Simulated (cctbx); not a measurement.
# What is wrong with this refinement?

Cell a = 7.7340 Å, b = 7.7340 Å, c = 3.4950 Å, α = 90.00°, β = 90.00°, γ = 90.00°; space group P4/mbm (no. 127).

Simulated single-crystal data (cctbx): Cu Kα, λ = 1.54184 Å, to d = 0.83 Å, 70 % of the full sphere, strongest reflection 20000 counts, noise from counting, a 4 % proportional error and a noise floor of 2 counts (s.d.); no absorption, and some extinction, which the refinements don't model.

An anisotropic refinement with weights 1/σ² prints:

```text
Rint 0.033, 127 unique reflections to 0.83 A
cycle     R1     wR2    GooF  max shift (A)
   1  0.2401  0.5442  26.121   0.00451
   2  0.1241  0.3130  15.026   0.00017
final R1 0.1233 wR2 0.3130 GooF 15.025  parameters 10  data/parameter 12.7
atom        x        y        z      Ueq    occ   su(xyz)  su(Uiso or U11)
In1    0.67705  0.17705  0.50000  -0.0126  1.000  0.00041  0.0023  NPD
Tm1    0.50000  0.50000  0.00000   0.0063  1.000  0.00000  0.0031
Ru1    0.62808  0.87192  0.00000  -0.0029  1.000  0.00057  0.0025  NPD
difference map: max 26.22 min -6.19 rms 2.70
Q1    0.1749  0.3251  0.5000    4   26.22  0.02 A from In1
Q2    0.1405  0.6405  0.0000    4   11.89  0.14 A from Ru1
Q3    0.0251  0.9069  0.5000    8    1.44  1.90 A from Tm1
Q4    0.0621  0.1399  0.0000    8    1.37  1.18 A from Tm1
Q5    0.1368  0.1104  0.5000    8    1.36  1.67 A from In1
Q6    0.0955  0.2712  0.1172   16    1.22  1.53 A from In1
```

Q: Accept it or mend it, and why?

Mend it. The fault: elements exchanged: Tm1 is In and In1 is Tm. Against the right model at the same level, R1 goes from 0.0124 to 0.1233 and GooF from 1.19 to 15.03, U of In1 shrinks from 0.0028 to -0.0126 Å², the top difference peak, 26.2 e/Å³, lies on In1 and In1 and Ru1 go non-positive-definite. Tm1 has 20 electrons too many and its U swells to shed them, as expected; In1 has 20 electrons too few and its U shrinks to make up, as expected.

The compound is Tm2InRu2. The right model at the same level gives:

```text
Rint 0.033, 127 unique reflections to 0.83 A
cycle     R1     wR2    GooF  max shift (A)
   1  0.0151  0.0320   1.534   0.00027
   2  0.0124  0.0249   1.194   0.00000
final R1 0.0124 wR2 0.0249 GooF 1.194  parameters 10  data/parameter 12.7
atom        x        y        z      Ueq    occ   su(xyz)  su(Uiso or U11)
Tm1    0.67691  0.17691  0.50000   0.0028  1.000  0.00003  0.0002
In1    0.50000  0.50000  0.00000   0.0027  1.000  0.00000  0.0002
Ru1    0.62850  0.87150  0.00000   0.0025  1.000  0.00004  0.0002
difference map: max 0.50 min -1.26 rms 0.25
Q1    0.0902  0.8163  0.5000    8    0.54  1.80 A from Tm1
Q2    0.0619  0.6701  0.3311   16    0.49  1.31 A from Ru1
Q3    0.0633  0.0998  0.0000    8    0.48  0.91 A from In1
Q4    0.1424  0.2503  0.1486   16    0.45  1.38 A from Tm1
Q5    0.1434  0.7451  0.3278   16    0.44  1.46 A from Ru1
Q6    0.1025  0.3975  0.1036    8    0.43  1.61 A from Tm1
```

Isotropic U is held between 0.0001 and 1 Å² by the program, and listed peak heights are interpolated, so they can pass the grid's maximum.

The model was made for the exercise: a known structure type with other elements put in, its volume estimated, not relaxed; displacement parameters are assumed.

[Middle refinement cycles are left out of these outputs.]

[Logs are printed without paths, hosts, clocks, repeated set-up lines and the standing remarks that a program may print on its own settings, such as how far it seeks lower states.]
